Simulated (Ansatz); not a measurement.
# Phonons of Hf (P6_3/mmc, 2 atoms in the cell) against volume, part 2 of 2

Aim: how do the optical modes of Hf (P6_3/mmc, 2 atoms in the cell) move with volume?

Ansatz 0.2.0; DFT LDA, scalar-relativistic, plane waves, PAW; PAW set soft_1.

So far: The starting structure; Bringing the structure to rest.

**3. Tight relaxation**

Phonons need small forces and stress, so the relaxation is finished with tight tolerances on 15×15×8 k points.

Contents of input.yaml:

```yaml
crystal:
  lattice:
    - [3.1207715266, 0.0, 0.0]
    - [-1.5603857633, 2.7026674214, 0.0]
    - [0.0, 0.0, 4.9393132073]
  atoms:
    - { symbol: Hf, position: [0.3333333333, 0.6666666667, 0.25] }
    - { symbol: Hf, position: [0.6666666667, 0.3333333333, 0.75] }
kpoints:
  mp_grid: { grid: [15, 15, 8] }
hamiltonian:
  xc: lda
  pseudopotentials: { kind: paw, azcp: { folder: soft_1 }, xc_functional: pbe }
scf:
  occupations: { method: methfessel_paxton, width: 0.2 }
output:
  forces: true
  stress: true
  eigenvalues: true
relax:
  adjacent_minimum: "off"
  f_tol: 0.001
  max_steps: 60
  cell: { stress_tol: 0.01 }
```

Command:

```console
$ ansatz run input.yaml --threads 4 --pin off --max-ram 10240MiB --backend cpu --events-out ev --progress --plain --runs-dir out
```

Numbers of over 12 decimals in the logs are rounded to 6 here.

The program printed:

```text
[...]
Crystal: 2 atoms, lattice volume = 41.660 Å³
Basis set: ecut = 420 eV, 809 PW (Γ)
Bands: 32, of which v1, the nominal top of the filled ones, is band 26 counted from 1 (25 counted from 0)
Symmetry: 24 space group operations
[...]
k-points: 135 of 1800
[...]
k-point 134: bands = [... 22 lower, 17.3661, 17.3661, 17.7616, 17.7616, 19.2182, 19.2182, 21.8749, 21.8749, ... 2 higher]
--- Relaxed structure (3 steps of the walk, 2 accepted, 1 SCFs on fresh bases) ---
[...]
cell:  # Å, volume = 41.6569 Å³
    - [3.120613, 0.0, 0.0]
    - [-1.560306, 2.702530, 0.0]
    - [0.0, 0.0, 4.939431]
  atoms:
    - { symbol: Hf, position: [0.333333, 0.666667, 0.25] }
    - { symbol: Hf, position: [0.666667, 0.333333, 0.750000] }
[key lines of the parts left out:]
SCF converged after 3 iterations
Free energy (F): -30954.985117 eV
Fermi energy:    19.317372 eV
P = ⅓ Tr σ = 0.0002 GPa (0.002 kbar)
```

Wall time 8.2 s (4 threads of Intel Xeon at 2.60GHz (Ice Lake), shared host); peak memory 0.51 GiB; 30 s of CPU time.

Little changed from the start: no atom moved by 0.005 Å and no cell edge by 0.1 %.

This step gave:

* pressure: 2.17e-4 GPa

The forces vanish by symmetry and the pressure is 0.000 GPa, within the tolerances set. The cell now holds 20.83 Å³/atom.

**4. Zone-centre response at rest**

Phonons follow from the second derivative of the energy, found here by linear response.

The modes at rest are the reference of the series.

input.yaml, the sections that differ from step 3:

```yaml
crystal:
  lattice:
    - [3.1206126502, 0.0, 0.0]
    - [-1.5603063251, 2.7025298304, 0.0]
    - [0.0, 0.0, 4.9394305484]
  atoms:
    - { symbol: Hf, position: [0.3333333333, 0.6666666667, 0.25] }
    - { symbol: Hf, position: [0.6666666667, 0.3333333333, 0.75] }
output:
  eigenvalues: true
phonons:
  method: dfpt
# kpoints, hamiltonian, scf: as in step 3
# relax: removed
```

The program printed:

```text
zone centre: on kpoints.mp_grid the ground state, and the responses unless they are solved on pairs of k-points, stand on 320 of the mesh's 1800 k-points, reduced under 4 symmetry operations, with k and −k counted as one. Each operation leaves every solved displacement unchanged or reverses it
[...]
Crystal: 2 atoms, lattice volume = 41.657 Å³
Basis set: ecut = 420 eV, 809 PW (Γ), exchange–correlation on 48×48×72 points (8 copies of the dense FFT grid, shifted against one another)
Bands: 32, of which v1, the nominal top of the filled ones, is band 26 counted from 1 (25 counted from 0)
Symmetry: 24 space group operations
k-points: 320 of 1800 (irreducible under 4 space group operations, time reversal used)
[...]
SCF iter   1: F=—  HF=-30955.205924 eV  |F-HF|=—  |Δ(HF+E_count)|=         —  Δρ=3.41e-2  dr2=5.67e-1  ethr=3.10e-3  ⟨swp⟩=5.0  Hψ=34583  notcnv=0
[...]
SCF iter  11: F=-30954.985117 eV  HF=-30954.985117 eV  |F-HF|=1.46e-11  |Δ(HF+E_count)|=  7.28e-12  S|Δr|=    0.00e0  Δρ=5.40e-8  dr2=5.66e-13  ethr=1.00e-12  ⟨swp⟩=9.4  Hψ=56871  notcnv=0
the search or the solves at the SCF's close seem to have found levels that the self-consistency loop had missed (the run counts 4). By its estimate they hold under 1e-12 electrons; where the run keeps them, the occupations were computed again with them
SCF 1 converged in 11 iterations: F = -30954.985117 eV  dr2 = 5.66e-13
[...]
DFPT response loops at Γ: preconditioner auto → Kerker (q_TF=auto, 2.831 Å⁻¹) (partly filled bands, converged f_vac=0.000); β = 1.00, the filter's whole step (`scf.mixing.beta` (0.50) is not read by the response loops under this deck's `scf.mixing.preconditioner`; to damp them name `kerker` or `kerker_dos`, under which they read `scf.mixing.beta`, and type it under 1.00, their step now; both keys bind the ground state too); Broyden in place of MSR1
SCF converged after 11 iterations
[...]
Free energy (F): -30954.985117 eV
[...]
Internal energy: -30954.988464 eV  (E = F + TS)
E sigma→0 (E₀):  -30954.985954 eV
Entropy (-TS):   0.003347 eV (1.674 meV/atom)
Fermi energy:    19.317372 eV
[...]
--- Band table (eV; the first three rows and the last of 320) ---
  k-point 0: bands = [... 22 lower, 11.7076, 15.3493, 20.3336, 20.4153, 20.4153, 20.7164, 21.3070, 21.3070, ... 2 higher]
  k-point 1: bands = [... 22 lower, 11.8651, 15.2975, 20.0733, 20.3246, 20.3246, 20.5843, 21.1768, 21.1768, ... 2 higher]
  k-point 2: bands = [... 22 lower, 12.3181, 15.0770, 19.5763, 20.1949, 20.1949, 20.2333, 20.8723, 20.8723, ... 2 higher]
  k-point 319: bands = [... 22 lower, 16.2801, 16.2801, 18.4880, 18.4880, 19.2827, 19.2827, 21.5574, 21.5574, ... 2 higher]
--- Phonons (Γ-DFPT): 2 representative perturbations + reference, on 320 of 1800 k-points (Σ response iterations 6) ---
  k mesh reduced under 4 symmetry operations, with k and −k counted as one. Each operation leaves every solved displacement unchanged or reverses it
  ASR residual: 3.543e-5 → 0.000e0 eV/Å²; symmetrization residual: 4.462e-12 eV/Å²
  ASR residual per site (eV/Å²): 3.54e-5 3.54e-5
  Γ frequencies (cm⁻¹): 0.00 0.00 0.00 72.94 72.94 113.01
  non-analytic LO–TO correction: not included (Born effective charges unavailable; polar crystals: no LO–TO splitting at Γ)
```

It took 26 s on 4 threads; peak memory 1.5 GiB; 94 s of CPU time.

In the SCF lines HF is the Harris–Foulkes energy and dr2 the Hartree energy of the density residual, in eV; the loop may stop once dr2 is under the threshold and the program's other checks hold. Hψ counts applications of the Hamiltonian.

This step gave:

```
sum-rule residual before enforcement                    : 3.54e-5 eV/Å²
point group                                             : 6/mmm
highest optical mode at the zone centre (no LO-TO term) : 113.0 cm⁻¹
lowest optical zone-centre mode                         : 72.94 cm⁻¹
```

Patterns of degenerate modes are one choice out of their space. Modes at Γ:

```tsv
mode	frequency (cm⁻¹)	symmetry
1	0.0	acoustic
2	0.0	acoustic
3	0.0	acoustic
4	72.9	E2g
5	72.9	E2g
6	113.0	B1g
```

Displacements in mode 4 (72.9 cm⁻¹), the largest set to 1:
```
Hf1  0.00  1.00  0.00
Hf2  0.00 -1.00  0.00
```

Displacements in mode 6 (113.0 cm⁻¹), the largest set to 1:
```
Hf1  0.00  0.00  1.00
Hf2  0.00  0.00 -1.00
```

Before it was imposed, the acoustic sum rule was missed by 3.5e-5 eV/Å². Small misses are needed for a sound result but don't prove that mesh and cutoff are converged. The lowest optical mode is real, 72.9 cm⁻¹.

**5. Relaxation of a member: 1.06 times the volume at rest**

The cell is set to 1.06 times the volume at rest, and shape and atoms relax at that volume.

input.yaml, the sections that differ from step 4:

```yaml
crystal:
  lattice:
    - [3.1842020256, 0.0, 0.0]
    - [-1.5921010128, 2.757599845, 0.0]
    - [0.0, 0.0, 5.0287639392]
  atoms:
    - { symbol: Hf, position: [0.3333333333, 0.6666666667, 0.25] }
    - { symbol: Hf, position: [0.6666666667, 0.3333333333, 0.75] }
output:
  forces: true
  stress: true
  eigenvalues: true
relax:
  adjacent_minimum: "off"
  f_tol: 0.001
  max_steps: 60
  cell: { stress_tol: 0.01, fix: [volume] }
# kpoints, hamiltonian, scf: as in step 4
# phonons: removed
```

The program printed:

```text
[...]
Crystal: 2 atoms, lattice volume = 44.156 Å³
Basis set: ecut = 420 eV, 857 PW (Γ)
Bands: 32, of which v1, the nominal top of the filled ones, is band 26 counted from 1 (25 counted from 0)
Symmetry: 24 space group operations
[...]
k-points: 135 of 1800
[...]
k-point 134: bands = [... 22 lower, 16.2642, 16.2642, 16.6319, 16.6319, 17.9421, 17.9421, 20.5654, 20.5654, ... 2 higher]
--- Relaxed structure (3 steps of the walk, 3 accepted, 1 SCFs on fresh bases) ---
[...]
cell:  # Å, volume = 44.1563 Å³
    - [3.185126, 0, 0]
    - [-1.592563, 2.758400, 0]
    - [0, 0, 5.025848]
  atoms:
    - { symbol: Hf, position: [0.333333, 0.666667, 0.25] }
    - { symbol: Hf, position: [0.666667, 0.333333, 0.75] }
[key lines of the parts left out:]
SCF converged after 4 iterations
Free energy (F): -30954.933289 eV
Fermi energy:    18.099532 eV
P = ⅓ Tr σ = -6.3653 GPa (-63.653 kbar)
```

Wall time 9 s (4 threads); peak memory 0.52 GiB; 33 s of CPU time.

Little changed from the start: no atom moved by 0.005 Å and no cell edge by 0.1 %.

This step gave:

```yaml
pressure: -6.365 GPa
volume_per_atom: 22.08 Å³
```

The forces vanish by symmetry, at a pressure of -6.37 GPa.

**6. Zone-centre modes of the member: 1.06 times the volume at rest**

The zone-centre modes follow for 1.06 times the volume at rest.

input.yaml, the sections that differ from step 5:

```yaml
crystal:
  lattice:
    - [3.18512576, 0.0, 0.0]
    - [-1.59256288, 2.7583998224, 0.0]
    - [0.0, 0.0, 5.025847528]
  atoms:
    - { symbol: Hf, position: [0.3333333333, 0.6666666667, 0.25] }
    - { symbol: Hf, position: [0.6666666667, 0.3333333333, 0.75] }
output:
  eigenvalues: true
phonons:
  method: dfpt
# kpoints, hamiltonian, scf: as in step 5
# relax: removed
```

The program printed:

```text
[...]
Crystal: 2 atoms, lattice volume = 44.156 Å³
Basis set: ecut = 420 eV, 857 PW (Γ), exchange–correlation on 48×48×72 points (8 copies of the dense FFT grid, shifted against one another)
Bands: 32, of which v1, the nominal top of the filled ones, is band 26 counted from 1 (25 counted from 0)
Symmetry: 24 space group operations
k-points: 320 of 1800 (irreducible under 4 space group operations, time reversal used)
[...]
SCF iter   1: F=—  HF=-30955.165428 eV  |F-HF|=—  |Δ(HF+E_count)|=         —  Δρ=3.34e-2  dr2=6.05e-1  ethr=3.10e-3  ⟨swp⟩=5.0  Hψ=34771  notcnv=0
[...]
SCF iter  11: F=-30954.933290 eV  HF=-30954.933290 eV  |F-HF|=0.00e0  |Δ(HF+E_count)|=  3.64e-12  S|Δr|=    0.00e0  Δρ=6.50e-8  dr2=9.27e-13  ethr=1.00e-12  ⟨swp⟩=11.2  Hψ=64685  notcnv=0
[...]
SCF 1 converged in 11 iterations: F = -30954.933290 eV  dr2 = 9.27e-13
[...]
SCF converged after 11 iterations
[...]
Free energy (F): -30954.933290 eV
[...]
Internal energy: -30954.937500 eV  (E = F + TS)
E sigma→0 (E₀):  -30954.934343 eV
Entropy (-TS):   0.004210 eV (2.105 meV/atom)
Fermi energy:    18.099532 eV
[...]
--- Band table (eV; the first three rows and the last of 320) ---
  k-point 0: bands = [... 22 lower, 10.6883, 14.3319, 18.9182, 19.1900, 19.1900, 19.5030, 20.0225, 20.0225, ... 2 higher]
  k-point 1: bands = [... 22 lower, 10.8358, 14.2651, 18.6874, 19.1021, 19.1021, 19.3777, 19.8999, 19.8999, ... 2 higher]
  k-point 2: bands = [... 22 lower, 11.2621, 14.0040, 18.2667, 18.9771, 18.9771, 19.0430, 19.6131, 19.6131, ... 2 higher]
  k-point 319: bands = [... 22 lower, 15.1704, 15.1704, 17.3152, 17.3152, 18.0651, 18.0651, 20.2560, 20.2560, ... 2 higher]
[...]
ASR residual: 3.503e-5 → 0.000e0 eV/Å²; symmetrization residual: 2.784e-12 eV/Å²
  ASR residual per site (eV/Å²): 3.50e-5 3.50e-5
  Γ frequencies (cm⁻¹): 0.00 0.00 0.00 75.61 75.61 89.89
[...]
```

The job ended after 28 s (4 threads; peak memory 1.6 GiB; 1.7 min of CPU time).

Numbers from this step:

```
sum-rule residual before enforcement                    : 3.50e-5 eV/Å²
highest optical mode at the zone centre (no LO-TO term) : 89.89 cm⁻¹
lowest optical zone-centre mode                         : 75.61 cm⁻¹
```

Patterns of degenerate modes are one choice out of their space. Modes at Γ:

```tsv
mode	frequency (cm⁻¹)	symmetry
1	0.0	acoustic
2	0.0	acoustic
3	0.0	acoustic
4	75.6	E2g
5	75.6	E2g
6	89.9	B1g
```

Displacements in mode 4 (75.6 cm⁻¹), the largest set to 1:
```
Hf1  0.00  1.00  0.00
Hf2  0.00 -1.00  0.00
```

Displacements in mode 6 (89.9 cm⁻¹), the largest set to 1:
```
Hf1  0.00  0.00  1.00
Hf2  0.00  0.00 -1.00
```

The lowest optical mode is real, 75.6 cm⁻¹, and the highest lies at 89.9 cm⁻¹.

Between step 4 and this run (volume ratio 1.06) the value for the highest optical mode at the zone centre (no LO-TO term) moves from 113 cm⁻¹ to 89.9 cm⁻¹ (-20 %).

**7. Relaxation of a member: 0.9 times the volume at rest**

The cell is set to 0.9 times the volume at rest, and shape and atoms relax at that volume.

input.yaml, the sections that differ from step 6:

```yaml
crystal:
  lattice:
    - [3.0051767525, 0.0, 0.0]
    - [-1.5025883762, 2.6025594106, 0.0]
    - [0.0, 0.0, 4.7935700807]
  atoms:
    - { symbol: Hf, position: [0.3333333333, 0.6666666667, 0.25] }
    - { symbol: Hf, position: [0.6666666667, 0.3333333333, 0.75] }
output:
  forces: true
  stress: true
  eigenvalues: true
relax:
  adjacent_minimum: "off"
  f_tol: 0.001
  max_steps: 60
  cell: { stress_tol: 0.01, fix: [volume] }
# kpoints, hamiltonian, scf: as in step 6
# phonons: removed
```

The program printed:

```text
[...]
Crystal: 2 atoms, lattice volume = 37.491 Å³
Basis set: ecut = 420 eV, 713 PW (Γ)
Bands: 32, of which v1, the nominal top of the filled ones, is band 26 counted from 1 (25 counted from 0)
Symmetry: 24 space group operations
[...]
k-points: 135 of 1800
[...]
k-point 134: bands = [... 22 lower, 19.4994, 19.4994, 19.9782, 19.9782, 21.7280, 21.7280, 24.3893, 24.3893, ... 2 higher]
--- Relaxed structure (3 steps of the walk, 3 accepted, 1 SCFs on fresh bases) ---
[...]
cell:  # Å, volume = 37.4912 Å³
    - [3.002489, -2.8841629441809784e-11, 0.0]
    - [-1.501245, 2.600232, 0.0]
    - [0.0, 0.0, 4.802155]
  atoms:
    - { symbol: Hf, position: [0.333333, 0.666667, 0.25] }
    - { symbol: Hf, position: [0.666667, 0.333333, 0.75] }
[key lines of the parts left out:]
SCF converged after 5 iterations
Free energy (F): -30954.802873 eV
Fermi energy:    21.694096 eV
P = ⅓ Tr σ = 15.1022 GPa (151.022 kbar)
```

Wall time 8.1 s (4 threads); peak memory 0.51 GiB.

The steps of the relaxation:

```tsv
step	energy less that of the first step (eV)	largest force component (eV/Å)	pressure (GPa)	volume (Å³)
1	0.0000	0.0000	15.14	37.49
2	-0.0001	0.0000	15.08	37.49
3	-0.0001	0.0000	15.10	37.49
4*	-0.0001	0.0000	15.10	37.49
```

Relaxation steps marked * repeat the geometry before them on a plane-wave basis chosen anew for their cell, so energy and pressure can jump there.

Forces are held to the 24 operations that the run works with; a distortion that breaks them can't arise in this run.

```tsv
conventional cell, symmetrised	before	after	change
a (Å)	3.005	3.002	-0.1 %
b (Å)	3.005	3.002	-0.1 %
c (Å)	4.794	4.802	+0.2 %
volume (Å³/atom)	18.75	18.75	+0.0 %
```

Final coordinates:

```xyz
2
Lattice="3.0025 0.0000 0.0000 -1.5012 2.6002 0.0000 0.0000 0.0000 4.8022" Properties=species:S:1:pos:R:3 pbc="T T T"
Hf    0.0000    1.7335    1.2005
Hf    1.5012    0.8667    3.6016
```

This step gave:

```yaml
pressure: 15.10 GPa
volume_per_atom: 18.75 Å³
```

The forces vanish by symmetry, at a pressure of 15.10 GPa.

**8. Zone-centre modes of the member: 0.9 times the volume at rest**

The zone-centre modes follow for 0.9 times the volume at rest.

input.yaml, the sections that differ from step 7:

```yaml
crystal:
  lattice:
    - [3.0024894624, 0.0, 0.0]
    - [-1.5012447312, 2.6002321491, 0.0]
    - [0.0, 0.0, 4.8021546092]
  atoms:
    - { symbol: Hf, position: [0.3333333333, 0.6666666667, 0.25] }
    - { symbol: Hf, position: [0.6666666667, 0.3333333333, 0.75] }
output:
  eigenvalues: true
phonons:
  method: dfpt
# kpoints, hamiltonian, scf: as in step 7
# relax: removed
```

The program printed:

```text
[...]
Crystal: 2 atoms, lattice volume = 37.491 Å³
Basis set: ecut = 420 eV, 713 PW (Γ), exchange–correlation on 48×48×72 points (8 copies of the dense FFT grid, shifted against one another)
Bands: 32, of which v1, the nominal top of the filled ones, is band 26 counted from 1 (25 counted from 0)
Symmetry: 24 space group operations
k-points: 320 of 1800 (irreducible under 4 space group operations, time reversal used)
[...]
k-point 2: bands = [... 22 lower, 14.4234, 17.1576, 22.1536, 22.4820, 22.5652, 22.5652, 23.3094, 23.3094, ... 2 higher]
  k-point 319: bands = [... 22 lower, 18.4340, 18.4340, 20.7666, 20.7666, 21.6855, 21.6855, 24.0705, 24.0705, ... 2 higher]
[...]
ASR residual: 3.023e-5 → 0.000e0 eV/Å²; symmetrization residual: 2.452e-12 eV/Å²
  ASR residual per site (eV/Å²): 3.02e-5 3.02e-5
  Γ frequencies (cm⁻¹): 0.00 0.00 0.00 59.08 59.08 154.02
[...]
[key lines of the parts left out:]
SCF converged after 11 iterations
Free energy (F): -30954.802873 eV
Fermi energy:    21.694097 eV
```

Wall time 26 s (4 threads); peak memory 1.5 GiB; 94 s of CPU time.

This step gave:

```yaml
sum_rule_residual_before_enforcement: 3.02e-5 eV/Å²
highest_optical_mode_at_the_zone_centre_no_lo_to_term: 154.0 cm⁻¹
lowest_optical_zone_centre_mode: 59.08 cm⁻¹
```

Patterns of degenerate modes are one choice out of their space. Modes at Γ:

```tsv
mode	frequency (cm⁻¹)	symmetry
1	0.0	acoustic
2	0.0	acoustic
3	0.0	acoustic
4	59.1	E2g
5	59.1	E2g
6	154.0	B1g
```

Displacements in mode 4 (59.1 cm⁻¹), the largest set to 1:
```
Hf1  0.00 -1.00  0.00
Hf2  0.00  1.00  0.00
```

Displacements in mode 6 (154.0 cm⁻¹), the largest set to 1:
```
Hf1  0.00  0.00  1.00
Hf2  0.00  0.00 -1.00
```

The lowest optical mode is real, 59.1 cm⁻¹, and the highest lies at 154.0 cm⁻¹.

Between step 4 and this run (volume ratio 0.9) the value for the highest optical mode at the zone centre (no LO-TO term) moves from 113 cm⁻¹ to 154 cm⁻¹ (+36 %).

**9. The series together**

The members are set side by side, also those not shown above.

Each row is one cell with its response, relaxed at fixed volume as far as symmetry leaves anything free; energies are extrapolated to zero smearing, and E0 is that at rest; shape and atoms are relaxed in each cell where symmetry leaves them free; all runs use 15×15×8 k points and Methfessel-Paxton smearing of 0.2 eV. State of the crystal along the series:

```tsv
volume ratio	V (Å³/atom)	pressure (GPa)	E - E0 (meV/atom)	first cell vector (Å)	third cell vector (Å)
0.9	18.75	15.1	91.46	3.002	4.802
0.92	19.16	11.54	56.84	3.027	4.829
0.94	19.58	8.271	31.07	3.051	4.856
0.96	20	5.273	13.45	3.075	4.883
0.98	20.41	2.522	3.29	3.098	4.911
0.99	20.62	1.233	0.8282	3.109	4.926
1	20.83	2.17e-4	0	3.121	4.939
1.02	21.25	-2.311	3.004	3.143	4.968
1.04	21.66	-4.427	11.77	3.164	4.997
1.06	22.08	-6.365	25.81	3.185	5.026
```

Each mode is tracked from rest by its pattern, and modes that stay within 0.3 cm⁻¹ of each other stand once; shape and atoms are relaxed in each cell where symmetry leaves them free; all runs use 15×15×8 k points and Methfessel-Paxton smearing of 0.2 eV. Optical modes along the series:

```tsv
V (Å³/atom)	mode 4 E2g (cm⁻¹)	mode 6 B1g (cm⁻¹)
18.75	59.08	154
19.16	62.6	145.3
19.58	65.93	136.8
20	68.81	128.6
20.41	71.15	120.7
20.62	72.1	116.8
20.83	72.94	113
21.25	74.22	105.4
21.66	75.08	97.71
22.08	75.61	89.89
```

From cubic fits (parabolas where under five rows exist) of ln ω and P against ln V through the rows within about 4 % of rest: γ = −d ln ω / d ln V and dω/dP = γ ω / B. Slopes at rest:

```tsv
mode	fitted frequency at rest (cm⁻¹)	Grüneisen parameter γ	dω/dP (cm⁻¹/GPa)
mode 4 E2g	72.9	-1.05	-0.63
mode 6 B1g	113	3.38	3.16
```

**10. Summary of results**

```json
{
 "members": "10",
 "highest optical mode at the zone centre (no LO-TO term), at rest": "113.0 cm⁻¹",
 "bulk modulus at rest": "121 GPa",
 "mode 4 E2g, γ": "-1.05",
 "mode 6 B1g, γ": "3.38"
}
```

What this shows: The series spans -6.4 to 15.1 GPa, and the slope at rest gives a bulk modulus of 121 GPa. Among the modes in the table of slopes γ runs from -1.05 (mode 4 E2g) to 3.38 (mode 6 B1g). A negative γ means that the mode softens under pressure. One k mesh and one cutoff serve the ground states and modes of all volumes. These are harmonic frequencies at zero temperature: anharmonic shifts, linewidths and thermal expansion are left out. Spin-orbit coupling is left out, which can matter for the heavy elements here. With no gap, or one that is small against the smearing, the frequencies hang on the k mesh and the smearing, most of all near Kohn anomalies. The PAW files were made for PBE; the program adapts parts of them to the functional of the run, but their partial waves stay those of PBE, an approximation that was not tested in this session. Only the zone centre was solved, so an instability at another wavevector cannot show here.

[Logs are printed without paths, hosts, clocks, repeated set-up lines and the standing remarks that a program may print on its own settings, such as how far it seeks lower states.]

[Hosts, paths, dates, database ids (printed as entryN), source tags and the programs' standing remarks are cut or masked in the printed files.]
